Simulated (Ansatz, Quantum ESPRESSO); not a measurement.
# GaC (Pm-3m): zone-centre phonons

Which modes does GaC (Pm-3m) have at the zone centre?

Main program and level: Quantum ESPRESSO 7.5; DFT PBE, scalar-relativistic, plane waves, PseudoDojo stringent norm-conserving pseudopotentials.

Report form: the programs' logs are mostly left out.

The structure was built from a prototype and need not be the compound's stable phase.

## 1. Starting point

The structure is cubic, space group Pm-3m (No. 221). The conventional cell has a = 3.555 Å, b = 3.555 Å, c = 3.555 Å, α = 90.00°, β = 90.00°, γ = 90.00°. Nearest to Ga lie 8 C at 3.08 Å. Nearest to C lie 8 Ga at 3.08 Å. Farther neighbours are not listed.

## 2. A first look

A cheap run with smearing and empty bands tells whether the crystal has a gap, which decides between fixed occupations and smearing later on.

Input file probe.in:

```
&control
   calculation = 'scf'
   prefix = 'x'
   outdir = './tmp'
   pseudo_dir = './pseudo'
   tprnfor = .true.
   tstress = .true.
   verbosity = 'high'
/
&system
   ibrav = 1
   celldm(1) = 6.71886454
   nat = 2
   ntyp = 2
   ecutwfc = 114.0
   occupations = 'smearing'
   smearing = 'gaussian'
   degauss = 0.01
/
&electrons
   conv_thr = 1.0d-07
   mixing_beta = 0.7
   electron_maxstep = 100
/
ATOMIC_SPECIES
 Ga     69.7230  Ga.upf
 C      12.0110  C.upf
ATOMIC_POSITIONS crystal
 Ga     0.000000000   0.000000000   0.000000000
 C      0.500000000   0.500000000   0.500000000
K_POINTS automatic
 6 6 6 0 0 0
```

On the command line:

```
$ OMP_NUM_THREADS=1 mpirun -n 4 pw.x -nk 4 -in probe.in > probe.out
```

Wall time 7 s (4 MPI ranks of Arm Neoverse V1, shared host); 28 s of CPU time.

Numbers from this step:

```
volume per atom   : 22.47 Å³
pressure          : -15.10 GPa
gap on the k-mesh : 0 eV
```

No gap opens on this mesh, so smearing is kept; the start stands at -15 GPa.

## 3. Relaxation

The harmonic expansion starts where the forces on the atoms vanish, and stress shifts the frequencies, so cell and atoms are relaxed with tight thresholds.

Input file relax.in:

```
&control
   calculation = 'vc-relax'
   prefix = 'x'
   outdir = './tmp'
   pseudo_dir = './pseudo'
   tprnfor = .true.
   tstress = .true.
   forc_conv_thr = 2.0d-05
   etot_conv_thr = 1.0d-07
   nstep = 40
/
&system
   ibrav = 1
   celldm(1) = 6.71886454
   nat = 2
   ntyp = 2
   ecutwfc = 114.0
   occupations = 'smearing'
   smearing = 'mv'
   degauss = 0.02
/
&electrons
   conv_thr = 1.0d-11
   mixing_beta = 0.7
   electron_maxstep = 100
/
&ions
/
&cell
   press_conv_thr = 0.1
/
ATOMIC_SPECIES
 Ga     69.7230  Ga.upf
 C      12.0110  C.upf
ATOMIC_POSITIONS crystal
 Ga     0.000000000   0.000000000   0.000000000
 C      0.500000000   0.500000000   0.500000000
K_POINTS automatic
 10 10 10 0 0 0
```

On the command line:

```
$ OMP_NUM_THREADS=1 mpirun -n 4 pw.x -nk 4 -in relax.in > relax.out
```

Wall time 3.3 min (4 MPI ranks); 13 min of CPU time.

Step by step:

```csv
step,energy less that of the first step (eV),largest force (eV/Å),pressure (GPa),volume (Å³)
1,0.0000,0.0000,-14.96,44.95
2,-0.3243,0.0000,-16.16,41.61
3,-0.8206,0.0000,-17.61,36.91
4,-1.1793,0.0000,-18.01,33.69
5,-1.6722,0.0000,-16.95,29.23
6,-2.1489,0.0000,-5.44,23.30
7,-2.1516,0.0000,6.04,21.27
8,-2.1683,0.0000,-0.52,22.29
9,-2.1684,0.0000,-0.04,22.21
10,-2.1684,0.0000,0.00,22.20
11,-2.1663,0.0000,-0.08,22.20
```

| cell as run | before | after | change |
| --- | --- | --- | --- |
| a (Å) | 3.555 | 2.811 | -20.9 % |
| b (Å) | 3.555 | 2.811 | -20.9 % |
| c (Å) | 3.555 | 2.811 | -20.9 % |
| volume (Å³/atom) | 22.47 | 11.10 | -50.6 % |

The relaxed structure:

```
Ga C
1.0
     2.81062    0.00000    0.00000
     0.00000    2.81062    0.00000
     0.00000    0.00000    2.81062
Ga C
1 1
Direct
  0.00000 0.00000 0.00000
  0.50000 0.50000 0.50000
```

The last row of the table of steps is pw.x's closing run on a basis chosen anew for the final cell, so its energy can jump.

This step gave:

```
volume per atom : 11.10 Å³
pressure        : -0.084 GPa
```

The volume changes by -50.6 % from the cell with which this run began.

## 4. Self-consistent run for the response

The response is built on this ground state, so it is converged far tighter than an energy would need. Smearing stays on, as the first look found no gap above 0.3 eV.

Input file scf.in:

```
&control
   calculation = 'scf'
   prefix = 'x'
   outdir = './tmp'
   pseudo_dir = './pseudo'
   tprnfor = .true.
   tstress = .true.
/
&system
   ibrav = 1
   celldm(1) = 5.31129365
   nat = 2
   ntyp = 2
   ecutwfc = 114.0
   occupations = 'smearing'
   smearing = 'mv'
   degauss = 0.02
/
&electrons
   conv_thr = 1.0d-12
   mixing_beta = 0.7
   electron_maxstep = 100
/
ATOMIC_SPECIES
 Ga     69.7230  Ga.upf
 C      12.0110  C.upf
ATOMIC_POSITIONS crystal
 Ga     0.000000000   0.000000000   0.000000000
 C      0.500000000   0.500000000   0.500000000
K_POINTS automatic
 12 12 12 0 0 0
```

On the command line:

```
$ OMP_NUM_THREADS=1 mpirun -n 4 pw.x -nk 4 -in scf.in > scf.out
```

Elapsed: 21 s, on 4 MPI ranks; 84 s of CPU time.

Numbers from this step:

| Quantity | Value |
| --- | --- |
| pressure | 0.1390 GPa |

The cell stands at 0.14 GPa, close enough for phonons.

## 5. Linear response at Γ

At q = 0 one unit cell holds all displacements; symmetry groups them into irreducible representations that are solved one by one. With smeared occupations no response to a homogeneous field can be asked.

Input file ph.in:

```
phonons
&inputph
   prefix = 'x'
   outdir = './tmp'
   fildyn = 'g.dyn'
   tr2_ph = 1.0d-18
   alpha_mix(1) = 0.4
   nmix_ph = 8
/
0.000000000 0.000000000 0.000000000
```

On the command line:

```
$ OMP_NUM_THREADS=1 mpirun -n 4 ph.x -nk 4 -in ph.in > ph.out
```

Elapsed: 5.3 min, on 4 MPI ranks.

Numbers from this step:

```yaml
largest_acoustic_frequency_at_the_zone_centre_before_the_sum_rule: 33.33 cm⁻¹
highest_optical_zone_centre_mode_no_lo_to_term: -152.5 cm⁻¹
lowest_optical_zone_centre_mode: -152.5 cm⁻¹
```

The acoustic modes at Γ come out as far as 33.3 cm⁻¹ from zero, where they should vanish, a sizeable error of basis and grid. The lowest optical mode is imaginary, 153i cm⁻¹, an instability at this level and on this k mesh.

## 6. Modes with the sum rule

A rigid shift of the crystal must cost nothing, but grids and finite bases break this; the acoustic sum rule is imposed before the matrix is diagonalised again.

Input file dynmat.in:

```
&input
   fildyn = 'g.dyn'
   asr = 'simple'
   fileig = 'dynmat.eig'
/
```

On the command line:

```
$ dynmat.x -in dynmat.in > dynmat.out
```

It took 0.46 s on 1 thread.

Numbers from this step:

```
highest optical zone-centre mode (no LO-TO term) : -153.1 cm⁻¹
lowest optical zone-centre mode                  : -153.1 cm⁻¹
```

Unit eigenvectors of the mass-weighted matrix after the sum rule; no LO-TO term. The modes at Γ (shares of kinetic energy by element, %) (negative means imaginary):

```
mode  frequency (cm⁻¹)  Ga %  C %
   1            -153.1    15   85
   2            -153.1    15   85
   3            -153.1    15   85
   4               0.0    85   15
   5               0.0    85   15
   6               0.0    85   15
```

Displacements in mode 1 (-153.1 cm⁻¹), the largest set to 1:
```
Ga1  0.00 -0.17  0.00
C2   0.00  1.00  0.00
```

The rule also moves an optical mode by 0.6 cm⁻¹.

## 7. Sum rules set otherwise (asr no)

Without the rule the raw error of the acoustic modes shows.

Input file dynmat.in:

```
&input
   fildyn = 'g.dyn'
   asr = 'no'
   fileig = 'dynmat.eig'
/
```

On the command line:

```
$ dynmat.x -in dynmat.in > dynmat.out
```

Run time: 0.46 s. Hardware: 1 thread.

Read from the output:

| Item | Value |
| --- | --- |
| highest optical zone-centre mode (no LO-TO term) | -152.5 cm⁻¹ |
| lowest optical zone-centre mode | -152.5 cm⁻¹ |

Zone-centre frequencies as printed; negative means imaginary. Modes:

```
mode  frequency (cm⁻¹)
   1            -152.5
   2            -152.5
   3            -152.5
   4             33.33
   5             33.33
   6             33.33
```

Against the first rule no mode moves by more than 33.4 cm⁻¹.

## 8. Sum rules set otherwise: a sum rule for molecules or wires on a crystal

This rule also removes rotations, which suits wires and not a crystal; it is tried to see the harm.

Input file dynmat.in:

```
&input
   fildyn = 'g.dyn'
   asr = 'one-dim'
   fileig = 'dynmat.eig'
/
```

On the command line:

```
$ dynmat.x -in dynmat.in > dynmat.out
```

Elapsed: 0.46 s, on 1 thread.

The run ended normally, but on settings that are not sound.

The fault: a sum rule for molecules or wires on a crystal; 1 optical mode is projected out to zero frequency, as if it were a rotation.

For a crystal the rule has to be 'simple' or 'crystal'.

Zone-centre frequencies as printed; negative means imaginary. Modes:

```csv
mode,frequency (cm⁻¹)
1,-145.8
2,-145.8
3,0
4,0
5,0
6,0
```

## 9. Cross-check with Ansatz

The same cell goes through another code, with its own cutoff. The potentials differ. Its k mesh is centred on Γ.

This step: DFT PBE, scalar-relativistic, plane waves, norm-conserving pseudopotentials of its library (PseudoDojo's, some remade) (Ansatz 0.2.0).

Input file input.yaml:

```yaml
crystal:
  lattice:
    - [2.8106155626, 0.0, 0.0]
    - [0.0, 2.8106155626, 0.0]
    - [0.0, 0.0, 2.8106155626]
  atoms:
    - { symbol: Ga, position: [0.0, 0.0, 0.0] }
    - { symbol: C, position: [0.5, 0.5, 0.5] }
kpoints:
  mp_grid: { grid: [12, 12, 12] }
hamiltonian:
  xc: pbe
  pseudopotentials: { kind: nc, accuracy: standard }
scf:
  occupations: { method: cold, width: 0.27211 }
output:
  eigenvalues: true
phonons:
  method: dfpt
```

On the command line:

```
$ ansatz run input.yaml --threads 4 --pin off --max-ram 8192MiB --backend cpu --events-out ev --progress --plain --runs-dir out
```

Wall time 13 s (4 threads); peak memory 0.75 GiB; 51 s of CPU time.

Numbers from this step:

- sum-rule residual before enforcement: 5.05e-5 eV/Å²
- highest optical zone-centre mode (no LO-TO term): -151.3 cm⁻¹
- lowest optical zone-centre mode: -151.3 cm⁻¹

## 10. Side by side: QE PseudoDojo and Ansatz, library NC

Numbers from this step:

```yaml
root_mean_square_difference: 1.83 cm⁻¹
largest_difference: 1.83 cm⁻¹
```

Frequencies side by side, by row:

| q (reciprocal lattice) | mode | QE PseudoDojo (cm⁻¹) | Ansatz, library NC (cm⁻¹) |
| --- | --- | --- | --- |
| 0 0 0 | 1 | -153.1 | -151.3 |
| 0 0 0 | 2 | -153.1 | -151.3 |
| 0 0 0 | 3 | -153.1 | -151.3 |
| 0 0 0 | 4 | 0 | 0 |
| 0 0 0 | 5 | 0 | 0 |
| 0 0 0 | 6 | 0 | 0 |

At the zone centre the largest difference (acoustic modes at Γ apart) is 1 % of the highest mode.

## 11. Outcome

```
space group after relaxation                                           : Pm-3m
volume per atom                                                        : 11.1 Å³
highest optical zone-centre mode (no LO-TO term)                       : -153.1 cm⁻¹
imaginary optical modes at the zone centre (no q mesh in this session) : yes
largest difference from Ansatz, library NC                             : 1.83 cm⁻¹
```

What this shows: At the PBE level the optical modes of GaC (Pm-3m) at the zone centre lie at 153i cm⁻¹, so the structure is a saddle point, with 3 modes beyond 10i cm⁻¹ there. The relaxation gained more than 0.3 eV an atom, so the start was far from this structure and its bonding may have changed. Before the sum rule the acoustic modes at Γ stand as far as 33 cm⁻¹ from zero, an error of the finite basis and grid. QE PseudoDojo and Ansatz, library NC differ by 1.8 cm⁻¹ in the root mean square and by 1.8 cm⁻¹ at most, 1.2 % of the highest mode compared (acoustic modes at Γ left out); the two use different potentials, and the cell was not relaxed for the second set. These are harmonic frequencies at zero temperature: anharmonic shifts and linewidths and thermal expansion are left out. In a metal the frequencies hang on the k mesh and the smearing, most of all near Kohn anomalies. The runs are without spin polarisation, although the cell has an odd electron count or an open d or f shell, so a magnetic state was not tested. The structure is a hypothetical one, built on a prototype.

[Host names and launcher messages were left out of these logs when they were recorded.]

[Logs are printed without paths, hosts, clocks, repeated set-up lines and the standing remarks that a program may print on its own settings, such as how far it seeks lower states.]

[Hosts, paths, dates, database ids (printed as entryN), source tags and the programs' standing remarks are cut or masked in the printed files.]
